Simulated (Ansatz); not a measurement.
# SrTiO3 (Tausonite): a many-body input that goes wrong, and its mend

Aim: the G0W0 gap of SrTiO3 (Tausonite). The first input has a fault.

Program: Ansatz 0.2.0. Level of theory: G0W0 on PBE, plane waves, PAW. Results are calculated unless marked as measured.

**1. The structure**

Symmetry: Pm-3m, No. 221, cubic system. Conventional cell: a = 3.905 Å, b = 3.905 Å, c = 3.905 Å, α = 90.00°, β = 90.00°, γ = 90.00°. Nearest to Sr lie 12 O at 2.76 Å. Nearest to Ti lie 6 O at 1.95 Å. Nearest to O lie 2 Ti at 1.95 Å and 4 Sr at 2.76 Å. Farther neighbours and most contacts between anions are not listed.

The cell and positions come from the Crystallography Open Database and are kept as given unless a step says otherwise. The default PAW set here is soft_2. Its files were made with PBE.

**2. First try**

File input.yaml:

```yaml
crystal:
  lattice:
    - [3.90528, 0.0, 0.0]
    - [0.0, 3.90528, 0.0]
    - [0.0, 0.0, 3.90528]
  atoms:
    - { symbol: Sr, position: [0.5, 0.5, 0.5] }
    - { symbol: Ti, position: [0.0, 0.0, 0.0] }
    - { symbol: O, position: [0.5, 0.0, 0.0] }
    - { symbol: O, position: [0.0, 0.5, 0.0] }
    - { symbol: O, position: [0.0, 0.0, 0.5] }
kpoints:
  mp_grid: { grid: [4, 4, 4] }
hamiltonian:
  xc: pbe
scf:
  occupations: { method: fixed }
  max_iter: 60
gw:
  n_empty_bands: 62
  ecut_chi: 60
  qp_bands: [v2, c2]
  qp_kpoints: band_edges
  screening: { model: contour_deformation }
total_charge: 2
```

On the command line:

```sh
$ ansatz run input.yaml --threads 3 --pin off --max-ram 92160MiB --backend cuda --events-out ev --progress --plain --runs-dir out --devices 1 --max-vram 13GiB  # rebuilt from the run's record
```

Numbers of over 12 decimals in the logs are rounded to 6 here.

Log:

```text
GPUs: using 1 of 1 available (devices: 1).
Engine: ansatz 0.2.0, x86_64-unknown-linux-gnu
Pseudopotentials: kind: paw
Pseudopotential: Sr, paw, valence charge 10, recommended cutoff 420 eV (normal), Sr.paw.azcp
Pseudopotential: Ti, paw, valence charge 12, recommended cutoff 420 eV (normal), Ti.paw.azcp
Pseudopotential: O, paw, valence charge 6, recommended cutoff 420 eV (normal), O.paw.azcp
Functional definition: PBE
  parameter kappa = 0.804
  parameter beta = 0.066725
  exchange = pbe_x(kappa = kappa, mu = beta*pi^2/3)
  correlation = pbe_c(beta = beta)
device memory: the entry about to start is reckoned to put 0.6 GiB on a device that reports 55.2 GiB free (of which the cap on the GPU budget leaves the run 13.0 GiB)
GPU FFT provider: cuFFT
GPU libraries: cuBLAS 13.8.2, cuFFT 12.4.0, cuSOLVER 12.3.4
Crystal: 5 atoms, lattice volume = 59.560 Å³
Basis set: ecut = 420 eV, 1189 PW (Γ)
Bands: 24, of which v1, the nominal top of the filled ones, is band 19 counted from 1 (18 counted from 0)
Symmetry: 48 space group operations
Space group: Pm-3m (ITA 221), of the structure as read, at distance tolerance 3.9e-5 Å
k-points: 10 of 64
Non-local potential: Sr, projectors of the file, l = 0: 3, l = 1: 2, l = 2: 2
Non-local potential: Ti, projectors of the file, l = 0: 3, l = 1: 2, l = 2: 3, l = 3: 1
Non-local potential: O, projectors of the file, l = 0: 2, l = 1: 2, l = 2: 1
PAW form: soft (Blöchl's): semilocal exchange-correlation on the pseudo side does not see the compensation charge
PAW one-centre angular grid: Sr, 110 points (default); XC on 64 Gauss nodes
PAW one-centre angular grid: Ti, 590 points (default); XC on 64 Gauss nodes
PAW one-centre angular grid: O, 110 points (default); XC on 64 Gauss nodes
Initial density: superposition of atomic densities (neutral atoms scaled as one to the charged cell's electrons: chi_scale 0, normalization atom), corrected by the library's trained network
Initial wavefunctions: pseudopotential atomic-orbital guess
GPU buffer pool allocated for 19683 grid points (all kernels)
GPU transforms: local potential and band sums: pruned to the plane-wave sphere, on 25×27×27
Functional: x = pbe(κ = 0.804, μ = 0.219515), c = pbe(β = 0.066725)
SCF iter   1: F=—  HF=-7775.141503 eV  |F-HF|=—  |Δ(HF+E_count)|=         —  Δρ=1.54e-1  dr2=1.83e1  ethr=1.77e-3  ⟨swp⟩=4.8  Hψ=1017  notcnv=0  defer=21
preconditioner: auto → Resta (q_TF=auto, 2.531 Å⁻¹)  ε∞=8.7  [insulator: Δε(μ)=0.000 eV  Ē_g=9.176 eV  n_scr=18 (ndim 8)  ℏωp=25.5 eV  f_vac=0.000  ε∞_Penn≈8.7]
SCF iter   2: F=—  HF=-7773.325154 eV  |F-HF|=—  |Δ(HF+E_count)|=    1.82e0  Δρ=1.02e-1  dr2=4.82e0  ethr=1.77e-3  ⟨swp⟩=3.9  Hψ=600  notcnv=0  defer=22
[...]
SCF iter   7: F=—  HF=-7772.195634 eV  |F-HF|=—  |Δ(HF+E_count)|=   8.72e-5  Δρ=8.21e-5  dr2=5.64e-6  ethr=1.58e-7  ⟨swp⟩=2.1  Hψ=353  notcnv=0  defer=14
SCF iter   8: F=—  HF=-7772.195643 eV  |F-HF|=—  |Δ(HF+E_count)|=   8.37e-6  Δρ=3.46e-5  dr2=1.09e-6  ethr=1.48e-8  ⟨swp⟩=2.0  Hψ=355  notcnv=0  defer=14
SCF iter   9: F=-7772.195643 eV  HF=-7772.195643 eV  |F-HF|=2.72e-9  |Δ(HF+E_count)|=   1.97e-7  Δρ=3.64e-6  dr2=1.33e-8  ethr=2.63e-10  ⟨swp⟩=8.2  Hψ=1076  notcnv=0
SCF 1 converged in 9 iterations: F = -7772.195643 eV  dr2 = 1.33e-8
[...]
device memory: the entry about to start is reckoned to put 0.6 GiB on a device that reports 60.1 GiB free (of which the cap on the GPU budget leaves the run 13.0 GiB)
NSCF: frozen V_eff on 10 k-points, pencils in batches of 32, up to order 96
[...]
WARN: a fill by count may have filled part of one level: at k-index 1 the highest filled band, 8.135535 eV, and the lowest empty band, 8.135535 eV, stand 5.329e-15 eV apart, within the solve's uncertainty, 3.162e-4 eV. If they are one level, whatever splits it, however little, can move the result. A smearing (`scf.occupations.method` with a `width`) well over the split that the run's distortions make, where the deck  [...]
WARN: gw: not made: G₀W₀ refused: G₀W₀: at fractional k = (0.000000, 0.000000, 0.000000) (k-index 0, counted from 0) the direct gap between bands 19 and 20 (counted from 1, as in the quasiparticle table) is 1.702e-12 eV on the levels of the self-consistent loop. The screening, and the Bethe–Salpeter stage where it is asked, divide by the energy of every transition. The gap must reach both 0.001 eV and the uncertainty on these two levels, 3.503e-4 eV. No gw key removes this requirement, and a k-mesh that leaves this point out does not give the crystal a gap there; drop the gw: section. The run goes on to what it still can, and will not end as completed
SCF converged after 9 iterations
Free energy (F): -7772.195643 eV
Harris-Foulkes:  -7772.195643 eV  (|F-HF|=2.72e-9)
Internal energy: -7772.195643 eV  (E = F + TS)
E sigma→0 (E₀):  -7772.195643 eV
Fermi energy:    8.658876 eV
--- Per-component energies (eV) ---
  E_band       = -241.531807
  E_kinetic    = 1007.204072
  E_local      = -2355.744683  (includes V_loc(G=0)·N_el)
  E_nonlocal   = 341.911804
  E_hartree    = 807.396367
  E_xc         = -474.402801
  E_vxc        = -543.249227  (∫ρ·V_xc dr)
  E_paw        = -4207.472633  (= ΣΔE_a)
  E_vpaw       = -306.450525  (= ΣTr[D̂ρ^β])
  E_aug_tail   = 0.007170  (compensation charges beyond the density's cutoff)
  E_ewald      = -2891.094941
  E_smearing   = -0.000000  (= −TS)
  E_closure    = -0.000000  (closes the sum)
  E_deformation_potential = 41.205711  (in the stress; not in F)
  Σ components = -7772.195643   (vs F -7772.195643, Δ=0.00e0)
--- Band table (eV; the first three rows and the last of 10) ---
  k-point 0: bands = [... 15 lower, 7.6624, 7.6624, 8.3415, 8.3415, 8.3415, 11.3857, 11.3857, 11.3857, ... 1 higher]
  k-point 1: bands = [... 15 lower, 7.1919, 7.3005, 7.3998, 8.1355, 8.1355, 11.4377, 12.2214, 12.2214, ... 1 higher]
  k-point 2: bands = [... 15 lower, 6.7454, 6.7454, 7.1596, 8.0117, 8.0117, 11.4911, 12.9515, 12.9515, ... 1 higher]
  k-point 9: bands = [... 15 lower, 5.6014, 5.6014, 8.6589, 8.6589, 8.6589, 13.6513, 13.6513, 13.6513, ... 1 higher]
```

The job ended after 6.3 s (1 × NVIDIA H100 80GB HBM3 (shared by 6 runs) with 3 threads of AMD EPYC 7R13 (Zen 3), shared host; peak memory 0.9 GiB).

Reading the cycles: dr2 is the Hartree energy of the density residual (eV), the measure of convergence; HF is the Harris–Foulkes estimate of the energy, which meets the free energy F at convergence.

**Diagnosis.**

The self-consistent loop converged; the step after it was not made. The program's words: G₀W₀ refused: G₀W₀: at fractional k = (0.000000, 0.000000, 0.000000) (k-index 0, counted from 0) the direct gap between bands 19 and 20 (counted from 1, as in the quasiparticle table) is 1.702e-12 eV on the levels of the self-consistent loop. The screening, and the Bethe–Salpeter stage where it is asked, divide by the energy of every transition. The gap must reach both 0.001 eV and the uncertainty on these two levels, 3.503e-4 eV. No gw key removes this requirement, and a k-mesh that leaves this

The fault: a charged cell. Adding or removing electrons leaves a partly filled band.

**3. A better input**

Now the one-shot GW correction: screening in the RPA, then the self-energy of the levels asked for.

input.yaml: that of step 2 with these lines changed.

```diff
@@ -17,3 +17,2 @@
   occupations: { method: fixed }
-  max_iter: 60
 gw:
@@ -24,2 +23 @@
   screening: { model: contour_deformation }
-total_charge: 2
```

Log:

```text
GPUs: using 1 of 1 available (devices: 1).
[...]
GPU FFT provider: cuFFT
GPU libraries: cuBLAS 13.8.2, cuFFT 12.4.0, cuSOLVER 12.3.4
Crystal: 5 atoms, lattice volume = 59.560 Å³
Basis set: ecut = 420 eV, 1189 PW (Γ)
Bands: 25, of which v1, the nominal top of the filled ones, is band 20 counted from 1 (19 counted from 0)
[... 1 set-up line as in the run before ...]
[...]
k-points: 10 of 64
[...]
GPU buffer pool allocated for 19683 grid points (all kernels)
[...]
SCF iter   1: F=—  HF=-7754.449331 eV  |F-HF|=—  |Δ(HF+E_count)|=         —  Δρ=1.47e-3  dr2=3.12e-4  ethr=1.77e-3  ⟨swp⟩=4.0  Hψ=1098  notcnv=0  defer=22
[...]
SCF iter   6: F=-7754.450213 eV  HF=-7754.450213 eV  |F-HF|=1.75e-9  |Δ(HF+E_count)|=   1.01e-7  Δρ=2.86e-6  dr2=3.93e-9  ethr=2.50e-10  ⟨swp⟩=8.2  Hψ=958  notcnv=0
SCF 1 converged in 6 iterations: F = -7754.450213 eV  dr2 = 3.93e-9
[...]
1    22     12.9207   -14.2160    -5.9815   -21.8811  0.7220    14.6927    14.6043  root
[...]
2    22     13.7842   -14.8756    -6.5999   -23.2137  0.6983    15.6469    15.5225  root ?
[...]
5    21     13.7927   -14.7864    -6.7187   -23.2565  0.6975    15.6716    15.5440  root ?
     5    22     13.7927   -14.7864    -6.7187   -23.2565  0.6975    15.6716    15.5440  root ?
     8    19      9.3285   -25.2122     5.0459   -20.0669  0.7212     9.2288     9.2290  root
     8    20      9.9512   -25.9795     5.0519   -20.9166  0.7267     9.9402     9.9402  root
     8    21     14.0742   -14.5506    -7.0451   -23.3501  0.6911    15.9626    15.8287  root ?
     8    22     14.0742   -14.5506    -7.0451   -23.3501  0.6911    15.9626    15.8287  root ?
     9    19      9.9959   -26.0786     5.0609   -21.0126  0.7270     9.9909     9.9909  root
     9    20      9.9959   -26.0786     5.0609   -21.0126  0.7270     9.9909     9.9909  root
     9    21     14.4648   -14.5075    -7.5292   -23.8017  0.6768    16.3758    16.2297  root ?
     9    22     14.4648   -14.5075    -7.5292   -23.8017  0.6768    16.3758    16.2297  root ?
[key lines of the parts left out:]
SCF converged after 6 iterations
Free energy (F): -7754.450213 eV
Fermi energy:    9.995895 eV
```

The job ended after 14 s (1 × NVIDIA H100 80GB HBM3 (shared by 6 runs) with 3 threads; peak memory 1 GiB).

Numbers from this step:

| Quantity | Value |
| --- | --- |
| bands summed | 82 |
| RPA ε∞ on this mesh (eigenvalues) | 6.611, 6.611, 6.611 |
| plane waves in the screening matrix | 81 |
| q-points in the mesh | 64 |
| G0W0 gap on the mesh | 3.529 eV |
| k of the valence top | -0.5, -0.5, -0.5 |
| k of the conduction bottom | 0, 0, 0 |
| starting gap on the mesh | 1.868 eV |
| Z at the valence top | 0.7270 |
| Z at the conduction bottom | 0.7437 |
| least direct G0W0 gap on the computed points | 3.844 eV |

The gap on the mesh goes from 1.87 eV to 3.53 eV, a correction of +1.66 eV. Between the two edge states, bare exchange in place of the xc potential would open the gap by 12.74 eV, and correlation takes back 11.08 eV.

**4. Summary of results**

* first try: the many-body step was refused after 6.3 s
* better run: G0W0 gap on the mesh 3.53 eV (4×4×4 mesh, 62 empty bands, screening to 60 eV)

The second run differs in: cell charge and iteration cap. Bands and cutoff are finite, so the gap is not at the basis limit. The miss can reach some tenths of an eV and take either sign; the mesh is an error of its own. The 4×4×4 mesh is coarse for this cell (its supercell is 16 Å along the shortest edge). The RPA ε∞ on it, from the PBE start, is 6.61; such meshes misread the long-range screening, most where the gap is narrow. This is the ideal cubic cell; many perovskites, halides above all, are cubic only on average, and local tilts or off-centring can widen the gap. The many-body steps are scalar-relativistic: spin-orbit coupling is not in them.

[Paths, hosts, dates, memory and timing lines, banners, echoed tables and standing remarks are left out of the program output.]

[Logs are printed without paths, hosts, clocks, repeated set-up lines and the standing remarks that a program may print on its own settings, such as how far it seeks lower states.]

[Runs of the session that timed out or met a known fault of the program may be left out.]

[Cells called generated may have been cut or substituted from an entry of the Crystallography Open Database or the Materials Project.]

[Hosts, paths, dates, database ids (printed as entryN), source tags and the programs' standing remarks are cut or masked in the printed files.]
